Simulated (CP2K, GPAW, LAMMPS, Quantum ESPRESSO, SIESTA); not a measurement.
## Amorphous carbon (220 atoms): one structure in several programs

Aim: run amorphous carbon (220 atoms) in several programs and set results and cost side by side. A plane-wave run serves as the reference.

Method: Kohn-Sham DFT, PBE, SSSP efficiency 1.3.0 pseudopotentials, plane waves, in Quantum ESPRESSO 7.5.

## 1. Starting point

The cell holds 220 atoms: 220 C. Its edges and angles: a = 11.455 Å, b = 11.455 Å, c = 11.455 Å, α = 90.0°, β = 90.0°, γ = 90.0°. 220 atoms (220 C) placed at random at 2.92 g/cm³, melted at 6000 K for 10 ps at fixed volume with the Tersoff potential (Tersoff, Phys. Rev. B 39, 5566 (1989)). Quenched from 6000 K to 300 K at 100 K/ps and fixed volume, held 5 ps, then minimised at fixed cell.

## 2. Plane-wave reference

The input, pw.in:

```
&control
  calculation = 'scf'
  pseudo_dir = './pseudo'
  outdir = './tmp'
  disk_io = 'none'
  tprnfor = .true.
  tstress = .true.
/
&system
  ibrav = 0
  nat = 220
  ntyp = 1
  ecutwfc = 45
  ecutrho = 360
  nosym = .true.
  occupations = 'smearing'
  smearing = 'fd'
  degauss = 0.003675
/
&electrons
  conv_thr = 1.1e-06
  electron_maxstep = 100
  mixing_beta = 0.2
  mixing_mode = 'local-TF'
  diagonalization = 'david'
/
ATOMIC_SPECIES
C 12.011 C.upf
CELL_PARAMETERS angstrom
11.45530 0.00000 0.00000
0.00000 11.45530 0.00000
0.00000 0.00000 11.45530
ATOMIC_POSITIONS crystal
C 0.09166 0.72294 0.73140
C 0.80345 0.30737 0.67367
C 0.64663 0.02197 0.97178
C 0.76432 0.75459 0.16007
C 0.98113 0.21586 0.95540
C 0.58127 0.52451 0.38084
C 0.93568 0.98977 0.51296
C 0.40393 0.75439 0.97441
C 0.08403 0.82013 0.82525
C 0.16090 0.30462 0.03308
C 0.17768 0.22824 0.83874
C 0.19656 0.78265 0.48646
[... 204 atom lines left out ...]
C 0.22473 0.64313 0.89387
C 0.81898 0.55053 0.84100
C 0.62701 0.25697 0.47548
C 0.40380 0.86132 0.89728
K_POINTS gamma
```

Command:

```console
$ OMP_NUM_THREADS=1 mpirun -np 4 pw.x -in pw.in > output.txt
```

The program printed:

```text
Program PWSCF
     gamma-point specific algorithms are used
     one sub-group per band group will be used
     scalapack distributed-memory algorithm (size of sub-group:  2*  2 procs)
     Parallelization info
     sticks:   dense  smooth     PW     G-vecs:    dense   smooth      PW
     Min        3357    1679    420               292454   103403   12964
     Max        3362    1682    422               292458   103410   12970
     Sum       13437    6721   1685              1169823   413621   51867
     bravais-lattice index     =            0
     lattice parameter (alat)  =      21.6474  a.u.
     unit-cell volume          =   10144.1580 (a.u.)^3
     number of atoms/cell      =          220
     number of atomic types    =            1
     number of electrons       =       880.00
[... lines left out ...]
     scf convergence threshold =      1.1E-06
[... lines left out ...]
     number of k points=     1  Fermi-Dirac smearing, width (Ry)=  0.0037
[... lines left out ...]
     total energy              =   -4045.09373447 Ry
[... lines left out ...]
     total energy              =   -4040.55686939 Ry
[... lines left out ...]
     total energy              =   -4041.29513770 Ry
[... lines left out ...]
     total energy              =   -4041.30395595 Ry
[... lines left out ...]
     total energy              =   -4041.30395710 Ry
[... lines left out ...]
    -8.8669  -8.7332  -8.6491  -8.6023  -8.5096  -8.5035  -8.4059  -8.2813
    -8.2669  -8.1538  -7.9825  -7.9012  -7.8115  -7.7208  -7.6987  -7.5967
[...]
14.5374  14.5875  14.7526  14.8577  14.9632  15.0626  15.1414  15.2422
    15.4459  15.7170  15.8036  15.8805  15.9416  16.0399  16.1806  16.2667
     the Fermi energy is    10.8433 ev
!    total energy              =   -4041.30395765 Ry
     total all-electron energy =    -16749.405479 Ry
     estimated scf accuracy    <       0.00000099 Ry
     smearing contrib. (-TS)   =      -0.03123029 Ry
     internal energy E=F+TS    =   -4041.27272736 Ry
     The total energy is F=E-TS. E is the sum of the following terms:
     one-electron contribution =     383.73364882 Ry
     hartree contribution      =     389.09163386 Ry
     xc contribution           =   -1014.43198755 Ry
     ewald contribution        =   -2443.09685915 Ry
     one-center paw contrib.   =   -1356.56916334 Ry
     convergence has been achieved in  14 iterations
     Forces acting on atoms (cartesian axes, Ry/au):
     atom    1 type  1   force =    -0.01067503    0.05508817    0.01966351
     atom    2 type  1   force =     0.01179282   -0.03075339    0.00714587
     atom    3 type  1   force =     0.00630799    0.01036640   -0.00667893
[...]
atom  219 type  1   force =     0.06248631    0.03401843   -0.08822924
     atom  220 type  1   force =     0.02946940   -0.05860688   -0.05261373
     Total force =     1.245823     Total SCF correction =     0.002254
     Computing stress (Cartesian axis) and pressure
          total   stress  (Ry/bohr**3)                   (kbar)     P=      -18.02
   0.00017232  -0.00031528   0.00022592           25.35      -46.38       33.23
  -0.00031528  -0.00036565  -0.00009756          -46.38      -53.79      -14.35
   0.00022592  -0.00009756  -0.00017419           33.23      -14.35      -25.62
     Message from routine punch:
     Nothing written, as per user request (disk_io='none')
```

Wall time 5.1 min (4 MPI ranks of Arm Neoverse V1, shared host); peak memory 7.6 GiB.

Banners, paths, timers and routine set-up lines are dropped from the logs unmarked, and long logs keep their key lines alone; longer cuts are marked.

Numbers from this run:

- r.m.s. force component: 1.247 eV/Å
- longest force: 4.825 eV/Å
- pressure: -1.802 GPa

## 3. Structure statistics

Density 2.92 g/cm³, 6.833 Å³ an atom.

Pair distribution function in bins of 0.2 Å:

```
r (Å)  total
 1.30   0.04
 1.50   3.64
 1.70   0.26
 1.90   0.00
 2.10   0.10
 2.30   0.55
 2.50   2.28
 2.70   1.43
 2.90   1.01
 3.10   0.94
 3.30   1.00
 3.50   0.93
 3.70   0.97
 3.90   1.05
 4.10   0.77
 4.30   0.86
 4.50   1.06
 4.70   1.06
 4.90   1.08
 5.10   1.02
 5.30   1.02
 5.50   1.02
```

Bonds by pair of elements; cutoffs follow the first minimum of g(r), held within bounds set by covalent radii, and pairs that aren't listed don't count as bonded (cutoffs were set anew for this text, so counts can differ from the run's own analysis):

```
pair A-B  cutoff (Å)  bonds  mean length (Å)  spread (Å)  shortest (Å)  B about A  A about B
     C-C        1.85    360             1.51       0.062          1.39       3.27       3.27
```

How many atoms have how many bonded neighbours:

```
element  mean  2    3   4
      C  3.27  2  156  62
```

Rings of the network by King's shortest-path rule, up to 12 atoms, one path for each pair of neighbours; H, halogens, alkali and alkaline-earth atoms are left out, and the last column divides by all other atoms, bonded or not:

```
ring size (atoms)  rings  per network atom
                5      5             0.023
                6     37             0.168
                7     55              0.25
                8     49             0.223
                9     48             0.218
               10     24             0.109
               11      1             0.005
```

## 4. The other programs

The programs:
- CP2K 2026.2: Gaussian basis with GTH pseudopotentials and a plane-wave density; labels give functional, basis (MOLOPT sets; SR short-range, UZH the newer set with its own potentials), grid cutoff/relative cutoff and solver (OT: orbital transformation; TRS4, TC2, SIGN: linear-scaling purification with its sparsity filter), or its built-in tight binding.
- GPAW 26.7.0: PAW with atomic orbitals (LCAO), plane waves or a real-space grid of spacing h.
- SIESTA 5.4.2: numerical atomic orbitals, whose automatically made sets are far from complete, with PseudoDojo norm-conserving potentials that we converted to its format (checked against plane waves on the same files for H, C, O, Si, Ge and Ca alone); labels give functional, basis size, energy shift and mesh cutoff.

All use the same cell and atoms; the electronic-structure runs use the same k-mesh, and an electronic temperature of 580 K (0.05 eV) where levels are smeared.

Differences are against the plane-wave reference, forces as r.m.s. over components; share is that over the reference's r.m.s. force, slope the least-squares factor from reference forces to these. Total energies of different programs have different zeros and aren't compared.

```
                                                           run  Δ force, r.m.s. (meV/Å)  share (%)  slope  Δ pressure (GPa)  cores  CPU time  memory (GiB)
                                                     reference                        -          -      -                 -      4    20 min           7.6
          CP2K PBE, DZVP-MOLOPT-SR, 450/50 Ry, diagonalisation                     23.9       1.92  1.012             0.715      4    23 min           5.1
  CP2K PBE, SZV-MOLOPT-SR, 450/50 Ry, diagonalisation (coarse)                      505       40.5  1.358              10.2      2   9.7 min           3.0
                                   GPAW PBE, LCAO dzp, h 0.2 Å                      115       9.22  0.992                 -      4    39 min           5.2
             GPAW PBE, LCAO dzp, h 0.2 Å, other mixer settings                      115       9.24  0.992                 -      4    46 min           5.2
                     GPAW PBE, LCAO szp(dzp), h 0.2 Å (coarse)                      371       29.8  0.995                 -      4    21 min           3.4
                   SIESTA PBE, DZP, shift 0.01 Ry, mesh 300 Ry                      160       12.8  0.987              7.33      4    22 min           3.4
           SIESTA PBE, SZ, shift 0.01 Ry, mesh 300 Ry (coarse)                      753       60.4  1.065              27.6      2   3.4 min           1.1
SIESTA revPBE, PBE potentials, DZP, shift 0.01 Ry, mesh 300 Ry                      149       12.0  0.994              8.71      4    24 min           3.4
```

Rows marked coarse were listed beforehand as settings not expected to be converged; some can still land near the reference.

CPU time is summed over cores on a shared host, where runs went side by side, so it is rough. Symmetry, cutoffs, thresholds, outputs and thread counts weren't matched or tuned between programs; memory under MPI is the largest rank's times the ranks.

Within one program, basis, potentials and functional, energies share a zero. Each run against its twin at the usual cutoff or grid and solver:

```
                                              run               twin  Δ energy (meV/atom)  Δ force, r.m.s. (meV/Å)  CPU time over the twin's
GPAW PBE, LCAO dzp, h 0.2 Å, other mixer settings  LCAO dzp, h 0.2 Å               2.0e-4                     2.62                       1.2
```

## 5. Summary of results

| Quantity | Value |
| --- | --- |
| reference r.m.s. force component | 1.25 eV/Å |
| nearest in forces | CP2K PBE, DZVP-MOLOPT-SR, 450/50 Ry, diagonalisation, 1.9 % |
| farthest in forces | SIESTA PBE, SZ, shift 0.01 Ry, mesh 300 Ry (coarse), 60 % |
| cheapest electronic-structure run beside the reference | SIESTA PBE, SZ, shift 0.01 Ry, mesh 300 Ry, 3.4 min of CPU time |

What this shows: The PBE runs in local orbitals, coarse settings apart, differ by 1.9 % (CP2K PBE, DZVP-MOLOPT-SR, 450/50 Ry, diagonalisation) to 13 % (SIESTA PBE, DZP, shift 0.01 Ry, mesh 300 Ry); basis, grid and potentials can all enter. Rows with another functional or a dispersion term differ by 12 % (SIESTA revPBE, PBE potentials, DZP, shift 0.01 Ry, mesh 300 Ry), which mixes the change of model with differences of basis and potentials, some of them made for another functional. Runs with settings chosen to be coarse differ by 30 % (GPAW PBE, LCAO szp(dzp), h 0.2 Å) to 60 % (SIESTA PBE, SZ, shift 0.01 Ry, mesh 300 Ry), their programs' other errors included. Of the electronic-structure runs that take under half the reference's CPU time, CP2K PBE, SZV-MOLOPT-SR, 450/50 Ry, diagonalisation comes nearest, at 40 % in 9.7 min against 20 min; its pressure misses by +10.2 GPa. CP2K PBE, SZV-MOLOPT-SR, 450/50 Ry, diagonalisation stiffens the forces by a factor of 1.36 while following their directions (correlation 0.990); the slopes of the 2 CP2K runs lie between 1.01 and 1.36. In pressure, SIESTA PBE, SZ, shift 0.01 Ry, mesh 300 Ry misses by +27.6 GPa, at the same functional. In the reference: levels near the Fermi energy are neither full nor empty under the smearing, so no gap is quoted. In the reference: By these cutoffs 71 % of C atoms have 3 bonded neighbours. The reference's pressure holds the uncorrected Pulay stress of its 45 Ry basis, so small pressure differences, and their order, may be the reference's own error. The quench rate of 100 K/ps is many orders above laboratory rates, so the cell is likely richer in defects and strain than a real sample. The network of bonds at the start is that of the classical potential that made the cell, and needn't be the one that DFT or experiment would give. The reference's stress is far from hydrostatic: its diagonal is 2.5, -5.4, -2.6 GPa, compression counted positive. The reference's pressure of -1.8 GPa belongs to a cell and atoms that aren't relaxed at this level. The electronic-structure runs sample only Γ, in a cell whose shortest periodic width is 11 Å, which is coarse for a cell with partly filled levels.

[Also dropped from logs without a mark: logging warnings of Python, and SIESTA's first energy breakdown and zero terms.]

[Logs are printed without paths, hosts, clocks, repeated set-up lines and the standing remarks that a program may print on its own settings, such as how far it seeks lower states.]

[Hosts, paths, dates, database ids (printed as entryN), source tags and the programs' standing remarks are cut or masked in the printed files.]
